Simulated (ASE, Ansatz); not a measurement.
## Twisted silicene bilayer, 3.89° (868 atoms): support functions against a reference

Aim: test how closely localised support functions follow the reference on twisted silicene bilayer, 3.89° (868 atoms), and at what cost. A setting counts as converged where the r.m.s. difference of forces stays under 1 % of the r.m.s. force.

Method: Kohn-Sham DFT, PBE+D3(BJ), PAW (set soft_2), plane waves, in Ansatz 0.2.0.

### Step 1. The starting structure

The cell holds 868 atoms: 868 Si. Its edges and angles: a = 56.861 Å, b = 56.861 Å, c = 16.170 Å, α = 90.0°, β = 90.0°, γ = 120.0°. It derives from Si (silicene). Silicene (a = 3.86 Å) under silicene (a = 3.86 Å), bilayer, commensurate cell of 217 unit cells a layer, twist 3.89 deg; facing planes 3.29 Å apart; 12 Å of vacuum; layers as built, displaced by a Gaussian of 0.01 Å. Regions: layer 1, 434 atoms (434 Si); layer 2, 434 atoms (434 Si). Vacuum lies along c.

Before any run, some limits are plain. Beside vacuum, support functions can miss their usual error bounds without a warning. Only the Γ point is sampled, in a cell whose shortest periodic width is 49 Å.

### Step 2. Plane-wave single point

The first run fixes the reference, at a cutoff of 420 eV.

Contents of input.yaml:

```yaml
crystal:
  lattice:
    - [56.8614, 0.0, 0.0]
    - [-28.4307, 49.24342, 0.0]
    - [0.0, 0.0, 16.17]
  atoms:
    - { symbol: Si, position: [0.04319, 0.92479, 0.39789] }
    - { symbol: Si, position: [0.04475, 0.88628, 0.37144] }
    - { symbol: Si, position: [0.08012, 0.0035, 0.3994] }
    - { symbol: Si, position: [0.08151, 0.96489, 0.37024] }
    - { symbol: Si, position: [0.04747, 0.80954, 0.39853] }
    - { symbol: Si, position: [0.0493, 0.77114, 0.37143] }
    - { symbol: Si, position: [0.08478, 0.88818, 0.39871] }
    - { symbol: Si, position: [0.08598, 0.84938, 0.37104] }
    - { symbol: Si, position: [0.1214, 0.96639, 0.39818] }
    - { symbol: Si, position: [0.12293, 0.92766, 0.37121] }
    - { symbol: Si, position: [0.05202, 0.69429, 0.39861] }
    - { symbol: Si, position: [0.05406, 0.65618, 0.37099] }
    - { symbol: Si, position: [0.08931, 0.77299, 0.39878] }
    - { symbol: Si, position: [0.09068, 0.73416, 0.37217] }
    - { symbol: Si, position: [0.12589, 0.85099, 0.39813] }
    - { symbol: Si, position: [0.12768, 0.81276, 0.37151] }
    - { symbol: Si, position: [0.16315, 0.92949, 0.39839] }
    - { symbol: Si, position: [0.16443, 0.89064, 0.37186] }
    - { symbol: Si, position: [0.19994, 0.00754, 0.39801] }
    - { symbol: Si, position: [0.20101, 0.96943, 0.37176] }
    - { symbol: Si, position: [0.05654, 0.57862, 0.39707] }
    - { symbol: Si, position: [0.0583, 0.54034, 0.3701] }
    - { symbol: Si, position: [0.09387, 0.65755, 0.39845] }
    - { symbol: Si, position: [0.0953, 0.61888, 0.3699] }
    - { symbol: Si, position: [0.13058, 0.73544, 0.39828] }
    - { symbol: Si, position: [0.13221, 0.69755, 0.37069] }
    - { symbol: Si, position: [0.16727, 0.81413, 0.39818] }
    - { symbol: Si, position: [0.16881, 0.77573, 0.3703] }
    - { symbol: Si, position: [0.20378, 0.89241, 0.39826] }
    - { symbol: Si, position: [0.20593, 0.85385, 0.37144] }
    - { symbol: Si, position: [0.24103, 0.97076, 0.39719] }
    - { symbol: Si, position: [0.24238, 0.93212, 0.36954] }
    [... 830 atom lines left out ...]
    - { symbol: Si, position: [0.96632, 0.12146, 0.62988] }
    - { symbol: Si, position: [0.9647, 0.08156, 0.60078] }
    - { symbol: Si, position: [0.00755, 0.19956, 0.62937] }
    - { symbol: Si, position: [0.00633, 0.15995, 0.60186] }
    - { symbol: Si, position: [0.003, 0.07988, 0.62908] }
    - { symbol: Si, position: [0.00165, 0.0401, 0.60161] }
kpoints:
  mp_grid: { grid: [1, 1, 1] }
hamiltonian:
  xc: pbe
  dispersion: d3bj
scf:
  occupations: { method: fermi_dirac, width: 0.025 }
output:
  forces: true
  populations: true
  dos:
    method: { smearing: { sigma: 0.15 } }
    de: 0.1
    projected: { site_lists: { Si: [Si] } }
  eigenvalues: true
```

On the command line:

```bash
ansatz run input.yaml --threads 32 --pin off --max-ram 143360MiB --backend cuda --events-out ev --progress --plain --runs-dir out
```

Numbers of over 12 decimals in the logs are rounded to 6 here.

The program printed:

```text
projector tables: rebuilt, as memory chose (as under --projector-tables rebuilt)
Engine: ansatz 0.2.0, aarch64-unknown-linux-gnu
Pseudopotentials: kind: paw
Pseudopotential: Si, paw, valence charge 4, recommended cutoff 420 eV (normal), Si.paw.azcp
[... 5 lines on functional and potentials left out ...]
device memory: the entry about to start is reckoned to put 180.4 GiB on a device that reports 182.5 GiB free
GPU FFT provider: cuFFT
GPU libraries: cuBLAS 13.8.1, cuFFT 12.4.0, cuSOLVER 12.3.2
GPU matrix products: emulated (plane waves: as basis.precision tells), large ones in fixed point in workspaces of 1.00 GiB
Crystal: 868 atoms, lattice volume = 45276.805 Å³
Basis set: ecut = 420 eV, 884545 PW (Γ), exchange–correlation on 768×768×240 points (8 copies of the dense FFT grid, shifted against one another)
Bands: 2604, of which v1, the nominal top of the filled ones, is band 1736 counted from 1 (1735 counted from 0)
Symmetry: 1 space group operations
Space group: P1 (ITA 1), of the structure as read, at distance tolerance 3.6e-4 Å
k-points: 1
[... 3 lines on functional and potentials left out ...]
Initial density: superposition of atomic densities (neutral atoms: chi_scale 0, normalization atom), corrected by the library's trained network
Initial wavefunctions: pseudopotential atomic-orbital guess
GPU buffer pool allocated for 17694720 grid points (all kernels)
GPU transforms: local potential and band sums: pruned to the plane-wave sphere, on 384×384×120
GPU projectors: on the FFT box's points about the atoms, with room for 5587316 of them (4 bands a pass); a geometry past the room, sums that fail their trial, or a want of GPU memory keeps the tables, and a block in half precision can take them where they are the faster
Functional: x = pbe(κ = 0.804, μ = 0.219515), c = pbe(β = 0.066725)
SCF iter   1: F=—  HF=-551575.849982 eV  |F-HF|=—  |Δ(HF+E_count)|=         —  Δρ=1.86e-3  dr2=1.41e1  ethr=1.77e-3  ⟨swp⟩=7.0  Hψ=13458  notcnv=0  defer=643
preconditioner: auto → LDOS  [metal: Δε(μ)=0.016 eV  Ē_g=7.058 eV  σ=0.025 eV  W_gap=0.16  n_scr=4334 (ndim 8)  ℏωp=10.3 eV  f_vac=0.473  D(μ)=179.35/eV (n_scr^D=442)  β→1.0]
SCF iter   2: F=—  HF=-551577.374855 eV  |F-HF|=—  |Δ(HF+E_count)|=    1.52e0  Δρ=1.77e-3  dr2=8.78e0  ethr=4.07e-4  ⟨swp⟩=3.0  Hψ=5169  notcnv=0  defer=749
SCF iter   3: F=—  HF=-551575.906580 eV  |F-HF|=—  |Δ(HF+E_count)|=    1.47e0  Δρ=4.01e-4  dr2=6.16e-1  ethr=2.53e-4  ⟨swp⟩=3.0  Hψ=3314  notcnv=0  defer=749
SCF iter   4: F=—  HF=-551575.849336 eV  |F-HF|=—  |Δ(HF+E_count)|=   5.72e-2  Δρ=2.04e-4  dr2=1.84e-1  ethr=1.77e-5  ⟨swp⟩=3.0  Hψ=3763  notcnv=0  defer=749
SCF iter   5: F=—  HF=-551575.822733 eV  |F-HF|=—  |Δ(HF+E_count)|=   2.66e-2  Δρ=8.24e-5  dr2=4.22e-2  ethr=5.29e-6  ⟨swp⟩=2.0  Hψ=3070  notcnv=0  defer=749
SCF iter   6: F=—  HF=-551575.868785 eV  |F-HF|=—  |Δ(HF+E_count)|=   4.61e-2  Δρ=5.72e-5  dr2=2.16e-2  ethr=1.21e-6  ⟨swp⟩=2.0  Hψ=2849  notcnv=0  defer=749
SCF iter   7: F=—  HF=-551575.853174 eV  |F-HF|=—  |Δ(HF+E_count)|=   1.56e-2  Δρ=2.83e-5  dr2=2.35e-3  ethr=6.21e-7  ⟨swp⟩=2.0  Hψ=2660  notcnv=0  defer=749
SCF iter   8: F=—  HF=-551575.867569 eV  |F-HF|=—  |Δ(HF+E_count)|=   1.44e-2  Δρ=1.71e-5  dr2=8.54e-4  ethr=6.77e-8  ⟨swp⟩=2.0  Hψ=3150  notcnv=0  defer=749
SCF iter   9: F=—  HF=-551575.867707 eV  |F-HF|=—  |Δ(HF+E_count)|=   1.38e-4  Δρ=1.01e-5  dr2=2.19e-4  ethr=2.46e-8  ⟨swp⟩=2.0  Hψ=3589  notcnv=0  defer=749
SCF iter  10: F=—  HF=-551575.862388 eV  |F-HF|=—  |Δ(HF+E_count)|=   5.32e-3  Δρ=6.10e-6  dr2=7.77e-5  ethr=6.31e-9  ⟨swp⟩=1.0  Hψ=2604  notcnv=0  defer=749
SCF iter  11: F=—  HF=-551575.861162 eV  |F-HF|=—  |Δ(HF+E_count)|=   1.23e-3  Δρ=4.14e-6  dr2=3.84e-5  ethr=2.24e-9  ⟨swp⟩=2.0  Hψ=3594  notcnv=0  defer=749
SCF iter  12: F=—  HF=-551575.861163 eV  |F-HF|=—  |Δ(HF+E_count)|=   6.74e-7  Δρ=1.94e-6  dr2=7.66e-6  ethr=1.11e-9  ⟨swp⟩=2.0  Hψ=2768  notcnv=0  defer=749
SCF iter  13: F=—  HF=-551575.861166 eV  |F-HF|=—  |Δ(HF+E_count)|=   2.94e-6  Δρ=1.12e-6  dr2=2.14e-6  ethr=2.21e-10  ⟨swp⟩=2.0  Hψ=2615  notcnv=0  defer=749
SCF iter  14: F=—  HF=-551575.861167 eV  |F-HF|=—  |Δ(HF+E_count)|=   8.16e-7  Δρ=6.82e-7  dr2=8.58e-7  ethr=6.16e-11  ⟨swp⟩=2.0  Hψ=2614  notcnv=0  defer=749
SCF iter  15: F=—  HF=-551575.861167 eV  |F-HF|=—  |Δ(HF+E_count)|=   1.04e-7  Δρ=4.15e-7  dr2=5.48e-7  ethr=2.47e-11  ⟨swp⟩=2.0  Hψ=2829  notcnv=0  defer=749
SCF iter  16: F=—  HF=-551575.861167 eV  |F-HF|=—  |Δ(HF+E_count)|=   2.69e-8  Δρ=2.64e-7  dr2=2.81e-7  ethr=1.58e-11  ⟨swp⟩=2.0  Hψ=2850  notcnv=0  defer=749
SCF iter  17: F=—  HF=-551575.861167 eV  |F-HF|=—  |Δ(HF+E_count)|=   6.43e-8  Δρ=1.64e-7  dr2=1.05e-7  ethr=8.09e-12  ⟨swp⟩=2.0  Hψ=2609  notcnv=0  defer=749
SCF iter  18: F=-551575.861167 eV  HF=-551575.861167 eV  |F-HF|=2.50e-8  |Δ(HF+E_count)|=   1.51e-9  Δρ=1.02e-7  dr2=3.36e-8  ethr=2.88e-12  ⟨swp⟩=22.0  Hψ=19003  notcnv=0
SCF 1 converged in 18 iterations: F = -551575.861167 eV  dr2 = 3.36e-8
  greatest PAW one-centre occupation: 0.652 electrons in one spin orbital (limit 2), on the Si atom at site 794 (counted from 0), in its partial waves of l = 0
SCF converged after 18 iterations
Free energy (F): -551575.861167 eV
Harris-Foulkes:  -551575.861167 eV  (|F-HF|=2.50e-8)
Internal energy: -551575.522388 eV  (E = F + TS)
E sigma→0 (E₀):  -551575.691778 eV
Entropy (-TS):   -0.338779 eV (-0.390 meV/atom)
Fermi energy:    -0.407833 eV
--- Per-component energies (eV) ---
  E_band       = -18696.422055
  E_kinetic    = 33885.792461
  E_local      = -385243.832935  (includes V_loc(G=0)·N_el)
  E_nonlocal   = 22704.688602
  E_hartree    = 175801.418228
  E_xc         = -47202.264902
  E_vxc        = -39590.747063  (∫ρ·V_xc dr)
  E_paw        = -445002.845210  (= ΣΔE_a)
  E_vpaw       = -2055.168862  (= ΣTr[D̂ρ^β])
  E_aug_tail   = 0.005510  (compensation charges beyond the density's cutoff)
  E_ewald      = 93717.072492
  E_disp       = -235.556634  (pairwise vdW)
  E_smearing   = -0.338779  (= −TS)
  E_closure    = 0.000000  (closes the sum)
  Σ components = -551575.861167   (vs F -551575.861167, Δ=0.00e0)
--- Forces (eV/Å), atoms counted from 1 ---
[... 868 lines of forces left out ...]
  max |Σ_I F_I| component: 4.02e-5 eV/Å
--- Band table (eV) ---
[... left out ...]
--- Löwdin populations: 868 sites ---
  site symbol       q [e]
[... 868 lines, one an atom, left out ...]
  spilling = 0.012318 (of n_electrons = 3472.000000)
```

Run time: 98 s. Hardware: 1 × NVIDIA GB200 with 32 threads of Arm Neoverse V2, shared host; peak memory 26 GiB.

In the SCF lines HF is the Harris–Foulkes energy and dr2 the Hartree energy of the density residual, in eV; the loop may stop once dr2 is under the threshold and the program's other checks hold. Hψ counts applications of the Hamiltonian.

That memory is the host's; the program planned up to 180 GiB on the GPU. Forces of this run were stored rounded, and per-atom blocks of the log weren't kept.

The run gave:

```
free energy                             : -551575.8612 eV
free energy per atom                    : -635.4561 eV/atom
SCF cycles                              : 18
r.m.s. force component                  : 0.2301 eV/Å
longest force                           : 0.8796 eV/Å
Fermi energy                            : -0.4078 eV
levels partly filled by over 2 per cent : 15
spilling of the projection              : 0.01232
```

Length of the force by element:

```tsv
element	coordination	atoms	mean length of the force (eV/Å)	spread	least	most
Si	all	868	0.365	0.160	0.0297	0.880
```

The mean of these charges, 0.049 e, is only the charge that the projection spills.

Löwdin charges by element (they lack the spilled electrons, 0.049 e an atom on average):

```tsv
element	coordination	atoms	mean charge (e)	spread	least	most
Si	all	868	0.0493	0.0161	0.0111	0.0866
```

By region:

```tsv
region	atoms	mean length of the force (eV/Å)
layer 1	434	0.369
layer 2	434	0.361
```

Density of states as counts of states in windows of 1 eV (from the Fermi level), total and some projections:

```tsv
from (eV)	to (eV)	total	Si p	Si s
-13	-12	0.0	0.0	0.0
-12	-11	42.1	3.6	38.2
-11	-10	264.7	49.9	212.6
-10	-9	331.5	95.2	233.1
-9	-8	224.3	71.5	150.8
-8	-7	191.9	94.0	95.5
-7	-6	253.9	132.8	118.0
-6	-5	169.0	93.9	73.1
-5	-4	218.9	169.2	46.7
-4	-3	447.0	403.0	37.9
-3	-2	601.6	569.3	24.4
-2	-1	468.5	447.5	14.3
-1	0	254.5	235.9	14.3
0	1	249.7	216.8	20.3
1	2	522.2	351.8	116.4
```

Not all projections were asked for or kept, so they needn't add up to the total.

The levels nearest the highest filled one (over half full), pooled over k-points and spins:

```tsv
level less the highest filled one (eV)	occupation
-0.0853	1.95
-0.0835	1.95
-0.0572	1.86
-0.0524	1.83
-0.0031	1.20
0	1.14
0.0132	0.881
0.0138	0.87
0.0232	0.692
0.0255	0.651
0.0403	0.421
0.0428	0.388
```

Löwdin charges run from +0.01 to +0.09 e, about a mean that is the spilled charge alone. Within 0.4 eV of the Fermi level the largest share is Si p (94 % of the projected weight).

### Step 3. Distances and neighbours

Bonds and neighbours are counted at the geometry of the runs.

Normalised to the volume that the atoms fill. Pair distribution function in bins of 0.2 Å:

```tsv
r (Å)	total
2.20	4.54
2.40	0.10
2.60	0.00
2.80	0.00
3.00	0.00
3.20	0.01
3.40	0.11
3.60	0.11
3.80	3.48
4.00	0.29
4.20	0.35
4.40	1.47
4.60	0.41
4.80	0.33
5.00	0.30
5.20	0.31
5.40	0.29
5.60	0.28
5.80	0.52
6.00	1.38
6.20	0.25
6.40	0.24
6.60	1.15
6.80	0.40
7.00	0.21
7.20	0.22
7.40	0.22
7.60	0.26
```

Bonds by pair of elements; cutoffs follow the first minimum of g(r), held within bounds set by covalent radii, and pairs that aren't listed don't count as bonded:

```tsv
pair A-B	cutoff (Å)	bonds	mean length (Å)	spread (Å)	shortest (Å)	B about A	A about B
Si-Si	2.68	1302	2.27	0.014	2.23	3	3
```

How many atoms have how many bonded neighbours:

```tsv
element	mean	3
Si	3	868
```

Bond angles (no mean is given where the spread exceeds 20°):

```tsv
angle	count	mean (°)	spread (°)
Si-Si-Si	2604	116	0.6
```

With the cutoffs above, all Si atoms have 3 bonded neighbours. The Si-Si-Si angle averages 116° with a spread of 0.6°.

The surroundings of Si29, which bears the longest force, nearest first, numbered as they follow in the input and with coordinates relative to it.

```tsv
atom	x	y	z	distance (Å)	bonds	Fx	Fy	Fz (eV/Å)
Si29	0.00	0.00	0.00	0.00	3	0.76	-0.08	0.44
Si18	-2.19	-0.09	-0.43	2.23	3	-0.46	0.28	-0.17
Si32	1.07	1.96	-0.46	2.27	3	0.21	0.17	0.00
Si30	1.22	-1.90	-0.43	2.30	3	-0.41	0.28	-0.11
Si460	0.83	0.90	3.28	3.50	3	-0.27	0.11	-0.35
Si17	-3.36	1.83	0.00	3.83	3	-0.01	-0.18	0.36
Si15	-3.25	-2.04	0.00	3.84	3	0.10	0.03	0.43
Si27	0.15	-3.85	0.00	3.86	3	0.32	0.03	0.48
Si31	-0.11	3.86	-0.02	3.86	3	0.22	0.10	0.31
Si43	3.42	-1.80	-0.02	3.87	3	0.33	-0.15	0.52
Si457	-0.37	-0.99	3.73	3.88	3	-0.19	0.08	0.09
Si45	3.32	2.05	0.00	3.90	3	-0.25	-0.24	0.38
```

The column of bonds counts only the pairs Si-Si within 2.68 Å; other neighbours, such as metal atoms beside each other in a compound, aren't counted, and periodic images can show an atom twice.

### Step 4. Support functions medium

With localised support functions most steps grow linearly with size, though the diagonalisation grows faster unless the density matrix is cut; this run measures error and cost at this size. The level medium gives here a grid of 240×240×72 points and a radius of 4.55 Å.

This step: Kohn-Sham DFT, PBE+D3(BJ), PAW (set soft_2), localised support functions (medium) (Ansatz 0.2.0).

input.yaml, the sections that differ from step 2:

```yaml
scf:
  occupations: { method: fermi_dirac, width: 0.025 }
  eigensolver: { kind: { support_functions: { accuracy: medium } } }
  mixing: { beta: 0.2 }
  max_iter: 150
output:
  forces: true
  eigenvalues: true
# crystal, kpoints, hamiltonian: as in step 2
```

The program printed:

```text
Warning: scf.eigensolver.kind.support_functions: disabling space-group detection — the functions' gradient is summed over unrotated k-points, so no spatial operation reduces the k-mesh or symmetrises the density; time reversal is kept, so that k and −k are solved as one point where they differ and the mesh holds both, and exact exchange and, on two spinor components, a DFT+U term hold to it where the run has them: [...]
settings of this run that can trade accuracy for cost: scf.eigensolver.kind.support_functions [...]
[...]
GPU FFT provider: cuFFT
GPU libraries: cuBLAS 13.8.1, cuFFT 12.4.0, cuSOLVER 12.3.2
[...]
Crystal: 868 atoms, lattice volume = 45276.805 Å³
Basis set: ecut = 420 eV, 884545 PW (Γ), exchange–correlation on 768×768×240 points (8 copies of the dense FFT grid, shifted against one another)
Bands: 2084, of which v1, the nominal top of the filled ones, is band 1736 counted from 1 (1735 counted from 0)
Symmetry: 1 space group operations
k-points: 1
[...]
GPU buffer pool allocated for 17694720 grid points (all kernels)
Eigensolver: Support functions (medium, 240×240×72 points, laid for a spacing of at most 0.257060 Å, radius 4.554985 Å, 1135 sites without an atom, 0 species' potentials softened for the grid, 1 wholly corrected for its errors in the mean over positions, 1 with the egg-box correction, energy correction by stochastic trace)
[...]
SCF iter   1: F=—  HF=-551408.133398 eV  |F-HF|=—  |Δ(HF+E_count)|=         —  Δρ=2.16e-2  dr2=2.23e2  ethr=1.00e-1
[...]
SCF iter  21: F=—  HF=-551576.056977 eV  |F-HF|=—  |Δ(HF+E_count)|=   2.34e-3  Δρ=3.10e-6  dr2=4.77e-6  ethr=6.38e-10  κ⁻¹=6.3e-6(r=7)
SCF iter  22: F=-551576.058552 eV  HF=-551576.058497 eV  |F-HF|=5.43e-5  |Δ(HF+E_count)|=   1.52e-3  Δρ=2.06e-6  dr2=2.35e-6  ethr=1.37e-10
SCF 1 converged in 22 iterations: F = -551576.097050 eV  dr2 = 2.35e-6
[...]
SCF converged after 22 iterations
Stability not checked: this state was not tested for a lower state beside it, because the mixer in use, unlike msr1, does not test its closes by its own steps (another_mixer; see scf.mixing.algorithm and scf.lower_state_search)
Free energy (F): -551576.097050 eV
[...]
Internal energy: -551575.758328 eV  (E = F + TS)
E sigma→0 (E₀):  -551575.927689 eV
Entropy (-TS):   -0.338722 eV (-0.390 meV/atom)
Fermi energy:    -0.407841 eV
[...]
Σ components = -551576.097050   (vs F -551576.097050, Δ=0.00e0)
--- Forces (eV/Å), atoms counted from 1 ---
[... 868 lines of forces left out ...]
  max |Σ_I F_I| component: 7.16e-3 eV/Å
--- Band table (eV) ---
[... left out ...]
```

The job ended after 27 s (1 × NVIDIA GB200 with 32 threads; peak memory 8 GiB; 73 s of CPU time).

That memory is the host's; the program planned up to 30.5 GiB on the GPU.

The program notes that the band table was not solved further than the SCF left it and it switched symmetry off. Further notices: vacuum switching off with vacuum.

Keys that differ from the reference: support_functions.accuracy = "medium", scf.max_iter = 150 and scf.mixing.beta = 0.2.

Forces differ from the reference by 0.091 meV/Å r.m.s., 0.040 % of their size, well within a tolerance of 1 %; the energy by -0.27 meV/atom.

### Step 5. Cost against change

Differences are against the plane-wave reference (Kohn-Sham DFT, PBE+D3(BJ), PAW (set soft_2), plane waves), whose r.m.s. force component is 0.230 eV/Å. Energies are set beside the reference only for runs with its functional, potentials and electron count. Times are for 1 × NVIDIA GB200 with 32 threads of Arm Neoverse V2, shared host. The reference's time includes the DOS, which some other runs skip.

```tsv
run	Δ force, r.m.s. (meV/Å)	share of r.m.s. force (%)	Δ energy (meV/atom)	cycles	time	host memory (GiB)	planned on the GPU (GiB)
reference	-	-	-	18	98 s	26	180
support functions medium	0.091	0.0395	-0.272	22	27 s	8.0	30
```

### Step 6. Results

```json
{
  "free energy per atom": "-635.4561 eV/atom",
  "r.m.s. force component": "0.2301 eV/Å",
  "wall time of the 2 DFT runs": "2.1 min"
}
```

Against plane waves at 420 eV, the forces differ by 0.091 meV/Å (0.040 %) with support functions medium. Differences between support functions and plane waves include what basis error the plane-wave run still has.

No gap is quoted, since levels at the Fermi energy are partly filled. With the cutoffs above, all Si atoms have 3 bonded neighbours.

What to keep in mind: The geometry was built by rule, was displaced at random and isn't relaxed at this level: its force components are 0.23 eV/Å r.m.s.

[Logs are printed without paths, hosts, clocks, repeated set-up lines and the standing remarks that a program may print on its own settings, such as how far it seeks lower states.]

[Hosts, paths, dates, database ids (printed as entryN), source tags and the programs' standing remarks are cut or masked in the printed files.]
